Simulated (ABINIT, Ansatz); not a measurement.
# PNO (Cc): G0W0 with ABINIT, start to end, part 3 of 3

Wanted: ground state, empty states, screening and self-energy for PNO (Cc).

ABINIT 10.8.3; LDA and many-body steps on it, plane waves. Known limits of the many-body steps: not at the basis limit; coarse k mesh.

So far. Step 3 (Bands along the symmetry lines): The gap is 5.021 eV, as in the run before at this level. Step 4 (Empty states on the mesh, 2×2×4 mesh, 56 bands): On this mesh the gap is 5.021 eV.

**5. Screening, 2×2×4 mesh, 52 bands, screening to 98 eV**

The RPA dielectric matrix is built and inverted for each q.

This step: RPA screening on LDA, plane waves, norm-conserving pseudopotentials.

Contents of run.abi:

```
acell 3*1.0 Angstrom
rprim 
  3.278002254000 -3.286113380400 0.000000000000
  3.278002254000 3.286113380400 0.000000000000
  -3.028551860300 0.000000000000 3.488865954800
ntypat 3
znucl 15 7 8
natom 6
typat 1 1 2 2 3 3
xred 
  0.730409600000 0.010313920000 0.000167090000
  0.010313920000 0.730409600000 0.500167090000
  0.742864730000 0.382544620000 0.249632690000
  0.382544620000 0.742864730000 0.749632690000
  0.883089610000 0.000777520000 0.750200220000
  0.000777520000 0.883089610000 0.250200220000
pp_dirpath "pseudos"
pseudos "P.upf, N.upf, O.upf"
ecut 36
ngkpt 2 2 4
nshiftk 1
shiftk 0 0 0
kptopt 1
chksymbreak 0
istwfk *1
occopt 1
irdwfk 1
optdriver 3
nband 52
ecuteps 3.6
inclvkb 2
awtr 1
symchi 1
indata_prefix "in"
outdata_prefix "out"
tmpdata_prefix "tmp"
```

Started as:

```sh
$ OMP_NUM_THREADS=1 mpirun -n 4 abinit run.abi > log
```

Numbers of over 12 decimals in the logs are rounded to 6 here.

The log of the run:

```text
.Version 10.8.3 of ABINIT. v10.8.2 released Aug 2026.

 Symmetries : space group Cc (#  9); Bravais mC (1-face-center monocl.)
[... echo of the input left out ...]
== DATASET  1 ==================================================================
-   mpi_nproc: 4, omp_nthreads: 1 (-1 if OMP is not activated)

--- !DatasetInfo
iteration_state: {dtset: 1, }
dimensions: {natom: 6, nkpt: 9, mband: 52, nsppol: 1, nspinor: 1, nspden: 1, mpw: 5252, }
cutoff_energies: {ecut:  36.0, pawecutdg:  -1.0, }
electrons: {nelect:   3.20000000E+01, charge:   0.00000000E+00, occopt:   1.00000000E+00, tsmear:   1.00000000E-02, }

 SCREENING: Calculation of the susceptibility and dielectric matrices

 Based on a program developped by R.W. Godby, V. Olevano, G. Onida, and L. Reining.
 Incorporated in ABINIT by V. Olevano, G.-M. Rignanese, and M. Torrent.
.Using double precision arithmetic ; gwpc =  8

[... cell and pseudopotentials left out ...]
--------------------------------------------------------------------------------

 ==== K-mesh for the wavefunctions ====
 Number of points in the irreducible wedge :     9
[... list of points left out ...]
 Together with  2 symmetry operations and time-reversal symmetry
 yields    16 points in the full Brillouin Zone.

 ==== Q-mesh for the screening function ====
 Number of points in the irreducible wedge :     9
[... list of points left out ...]
 Together with  2 symmetry operations and time-reversal symmetry
 yields    16 points in the full Brillouin Zone.

 setmesh: FFT mesh size selected  =    27x   27x   24
          total number of points  =        17496

 vcoul_init : cutoff-mode = AUXILIARY_FUNCTION
 q-points for optical limit:   1
     1)      0.000010    0.000020    0.000030

- screening: taking advantage of time-reversal symmetry
- Maximum band index for partially occupied states nbvw = 16
- Remaining bands to be divided among processors   nbcw = 36
- Number of bands treated by each node ~9

 Number of electrons calculated from density =   32.0000; Expected =   32.0000
 average of density, n =  0.063088
 r_s =    1.5583
 omega_plasma =   24.2287 [eV]

 calculating chi0 at frequencies [eV] :
  1    0.000000E+00    0.000000E+00
  2    0.000000E+00    2.422865E+01

--------------------------------------------------------------------------------
  q-point number  1        q = ( 0.000000, 0.000000, 0.000000) [r.l.u.]
--------------------------------------------------------------------------------
[... chi0 elements left out ...]
 For q-point:  0.000010 0.000020 0.000030
  dielectric constant =   3.2458
  dielectric constant without local fields =   3.5018

  Average fulfillment of the sum rule on Im[epsilon] for q-point    1 :     36.89  [%]
[... wings left out ...]
  q-point number  2        q = ( 0.500000, 0.000000, 0.000000) [r.l.u.]
--------------------------------------------------------------------------------
[... chi0 elements left out ...]
  Average fulfillment of the sum rule on Im[epsilon] for q-point    2 :     48.18  [%]

 [... 7 further q-points ...]
```

The job ended after 20 s (4 MPI ranks of Arm Neoverse N1, shared host; peak memory 0.71 GiB).

This step gave:

```
ε∞ with local fields, on this mesh, along the program's q direction : 3.246
the same without local fields                                       : 3.502
plasma frequency                                                    : 24.23 eV
plane waves in the screening matrix                                 : 169
```

Local fields lower ε∞ by 7 %. On a Γ-centred mesh this coarse the value itself is usually too large, while a short band sum pulls it down.

**6. Self-energy, 2×2×4 mesh, 52 bands, screening to 98 eV**

The self-energy is evaluated for the states that the input lists, and the levels follow from it, in one-shot runs by the linearised quasiparticle equation.

This step: G0W0 on LDA, plane waves, norm-conserving pseudopotentials.

Edit run.abi of step 5 so:

```diff
@@ -27,8 +27,17 @@
 irdwfk 1
-optdriver 3
+optdriver 4
 nband 52
+gwcalctyp 0
+ecutsigx 36
+symsigma 1
+nkptgw 2
+kptgw 
+  0.5000000000 0.5000000000 0.0000000000
+  0.0000000000 0.0000000000 0.0000000000
+bdgw 
+  15 18
+  15 18
 ecuteps 3.6
-inclvkb 2
-awtr 1
-symchi 1
+irdscr 1
+ppmodel 1
 indata_prefix "in"
```

The log of the run:

```text
.Version 10.8.3 of ABINIT. v10.8.2 released Aug 2026.

 Symmetries : space group Cc (#  9); Bravais mC (1-face-center monocl.)
[... echo of the input left out ...]
== DATASET  1 ==================================================================
-   mpi_nproc: 4, omp_nthreads: 1 (-1 if OMP is not activated)

--- !DatasetInfo
iteration_state: {dtset: 1, }
dimensions: {natom: 6, nkpt: 9, mband: 52, nsppol: 1, nspinor: 1, nspden: 1, mpw: 5252, }
cutoff_energies: {ecut:  36.0, pawecutdg:  -1.0, }
electrons: {nelect:   3.20000000E+01, charge:   0.00000000E+00, occopt:   1.00000000E+00, tsmear:   1.00000000E-02, }

 SIGMA: Calculation of the GW corrections

 Based on a program developped by R.W. Godby, V. Olevano, G. Onida, and L. Reining.
 Incorporated in ABINIT by V. Olevano, G.-M. Rignanese, and M. Torrent.
.Using double precision arithmetic ; gwpc =  8

[... cell and pseudopotentials left out ...]
--------------------------------------------------------------------------------

 ==== K-mesh for the wavefunctions ====
 Number of points in the irreducible wedge :     9
[... list of points left out ...]
 Together with  2 symmetry operations and time-reversal symmetry
 yields    16 points in the full Brillouin Zone.

 ==== Q-mesh for screening function ====
 Number of points in the irreducible wedge :     9
[... list of points left out ...]
 Together with  2 symmetry operations and time-reversal symmetry
 yields    16 points in the full Brillouin Zone.

 vcoul_init : cutoff-mode = AUXILIARY_FUNCTION
 q-points for optical limit:   1
     1)      0.000010    0.000020    0.000030
 setmesh: FFT mesh size selected  =    45x   45x   36
          total number of points  =        72900

 Number of electrons calculated from density =   32.0000; Expected =   32.0000
 average of density, n =  0.063088
 r_s =    1.5583
 omega_plasma =   24.2287 [eV]

 === KS Band Gaps ===
  >>>> For spin  1
   Minimum direct gap =   5.5601 [eV], located at k-point      :   0.0000  0.0000  0.0000
   Fundamental gap    =   5.0215 [eV], Top of valence bands at :   0.5000  0.5000  0.0000
                                       Bottom of conduction at :   0.0000  0.0000  0.0000
 SIGMA fundamental parameters:
 PLASMON POLE MODEL  1
 number of plane-waves for SigmaX                 5209
 number of plane-waves for SigmaC and W            169
 number of plane-waves for wavefunctions          5209
 number of bands                                    52
 number of independent spin polarizations            1
 number of spinorial components                      1
 number of k-points in IBZ                           9
 number of q-points in IBZ                           9
 number of symmetry operations                       2
 number of k-points in BZ                           16
 number of q-points in BZ                           16
 number of frequencies for dSigma/dE                 9
 frequency step for dSigma/dE [eV]                0.25
 number of omega for Sigma on real axis              0
 max omega for Sigma on real axis  [eV]           0.00
 zcut for avoiding poles [eV]                     0.10

 EPSILON^-1 parameters (SCR file):
 dimension of the eps^-1 matrix on file            169
 dimension of the eps^-1 matrix used               169
 number of plane-waves for wavefunctions          5209
 number of bands                                    52
 number of q-points in IBZ                           9
 number of frequencies                               2
 number of real frequencies                          1
 number of imag frequencies                          1

 matrix elements of self-energy operator (all in [eV])

 Perturbative Calculation

--- !SelfEnergy_ee
iteration_state: {dtset: 1, }
kpoint     : [   0.500,    0.500,    0.000, ]
spin       : 1
KS_gap     :    5.743
QP_gap     :    8.144
Delta_QP_KS:    2.401
data: !SigmaeeData |
     Band     E0 <VxcDFT>   SigX SigC(E0)      Z dSigC/dE  Sig(E)    E-E0       E
       15   1.395 -16.439 -20.301   3.546   0.814  -0.229 -16.696  -0.257   1.138
       16   2.000 -17.206 -21.165   3.727   0.811  -0.234 -17.394  -0.188   1.812
       17   7.743 -13.690  -7.854  -3.201   0.840  -0.190 -11.477   2.213   9.957
       18   9.003 -13.272  -7.324  -3.346   0.839  -0.192 -11.089   2.183  11.187

--- !SelfEnergy_ee
iteration_state: {dtset: 1, }
kpoint     : [   0.000,    0.000,    0.000, ]
spin       : 1
KS_gap     :    5.560
QP_gap     :    7.903
Delta_QP_KS:    2.343
data: !SigmaeeData |
     Band     E0 <VxcDFT>   SigX SigC(E0)      Z dSigC/dE  Sig(E)    E-E0       E
       15   1.407 -16.901 -20.988   3.712   0.813  -0.231 -17.206  -0.305   1.102
       16   1.461 -16.630 -20.779   3.746   0.811  -0.232 -16.957  -0.327   1.134
       17   7.021 -12.331  -6.984  -2.968   0.847  -0.180 -10.315   2.016   9.037
       18   7.447 -12.883  -7.584  -3.193   0.848  -0.179 -11.097   1.786   9.234

== END DATASET(S) ==============================================================
================================================================================

 -outvars: echo values of variables after computation  --------
           etotal      0.0000000000E+00
            nband          52
             nkpt           9
          spgroup           9
 [... the other variables as echoed above ...]

 Calculation completed.
```

It took 7.3 s on 4 MPI ranks; peak memory 0.61 GiB; 29 s of CPU time.

Numbers from this step:

```yaml
g0w0_gap_on_the_points_computed: 7.225 eV
starting_gap_on_the_mesh: 5.021 eV
k_of_the_valence_top: 0.5, 0.5, 0
k_of_the_conduction_bottom: 0, 0, 0
z_at_the_valence_top: 0.811
z_at_the_conduction_bottom: 0.847
least_direct_g0w0_gap_on_the_computed_points: 7.903 eV
```

The gap on the mesh goes from 5.02 eV to 7.23 eV, a correction of +2.20 eV.

Limits: finite bands, cutoff and mesh; coarse k mesh. v1 is the top filled band, c1 the lowest empty one. Levels before and after the correction, in eV, zero at the valence-band top of each column:

|  | conduction bottom | valence top |
| --- | --- | --- |
| Kohn-Sham | 5.02 | 0.00 |
| G0W0 | 7.22 | 0.00 |

|  | level | energy (eV) |
| --- | --- | --- |
| Kohn-Sham | (0.5 0.5 0) v2 | -0.605 |
| Kohn-Sham | (0.5 0.5 0) v1 | 0.000 |
| Kohn-Sham | (0.5 0.5 0) c1 | 5.743 |
| Kohn-Sham | (0.5 0.5 0) c2 | 7.003 |
| Kohn-Sham | Γ v2 | -0.593 |
| Kohn-Sham | Γ v1 | -0.539 |
| Kohn-Sham | Γ c1 | 5.021 |
| Kohn-Sham | Γ c2 | 5.447 |
| G0W0 | (0.5 0.5 0) v2 | -0.674 |
| G0W0 | (0.5 0.5 0) v1 | 0.000 |
| G0W0 | (0.5 0.5 0) c1 | 8.145 |
| G0W0 | (0.5 0.5 0) c2 | 9.375 |
| G0W0 | Γ v2 | -0.710 |
| G0W0 | Γ v1 | -0.678 |
| G0W0 | Γ c1 | 7.225 |
| G0W0 | Γ c2 | 7.422 |

**7. Where the time went**

Times are wall times on 4 MPI ranks of Arm Neoverse N1, shared host, good to a factor of about two.

| step | time | share | memory (GiB) |
| --- | --- | --- | --- |
| ground state | 2.3 min | 52 % | 0.45 |
| bands along the symmetry lines | 63 s | 24 % | 0.38 |
| empty states on the mesh | 37 s | 14 % | 0.31 |
| screening | 20 s | 8 % | 0.71 |
| self-energy | 7.3 s | 3 % | 0.61 |

**8. Outcome**

| Item | Value |
| --- | --- |
| LDA gap | 5.02 eV, indirect |
| G0W0 gap on the mesh | 7.23 eV |
| GW settings | 2×2×4 mesh, 52 bands, screening to 98 eV, Godby-Needs plasmon pole |
| known limits | not at the basis limit; coarse k mesh |

**Reading.** G0W0 moves the gap on the mesh from 5.02 eV to 7.23 eV (+2.20 eV), with Z of 0.81 and 0.85 at the edges. Local fields lower the RPA ε∞ on this mesh from 3.50 to 3.25; a Γ-centred mesh this coarse tends to raise both, most where the direct gap is narrow, while a short band sum lowers them. Only 2 of the mesh's irreducible points were corrected, so a valley elsewhere could overtake. The dearest step here is «ground state». Bands and cutoff are finite, so the gap is not at the basis limit. The miss can reach some tenths of an eV and take either sign; the mesh is an error of its own. In the G0W0 run levels were corrected at 2 k points alone, so a gap called «on the mesh» is the least over those, and an edge elsewhere would be missed. The 2×2×4 mesh is coarse for this cell, which bears on the long-range parts of exchange and screening.

[Paths, hosts, dates, memory and timing lines, banners, echoed tables and standing remarks are left out of the program output.]

[Logs are printed without paths, hosts, clocks, repeated set-up lines and the standing remarks that a program may print on its own settings, such as how far it seeks lower states.]

[Runs of the session that timed out or met a known fault of the program may be left out.]

[Hosts, paths, dates, database ids (printed as entryN), source tags and the programs' standing remarks are cut or masked in the printed files.]

[G0W0 gaps are taken among the corrected bands and points alone; a level outside them can change the order at an edge.]

[Where Ansatz stands beside ABINIT at settings called matched, ABINIT's density can come from a denser mesh and the files from another edition; pairs whose starting gaps differed by over 0.03 eV were left out, so agreement reads better than it is.]
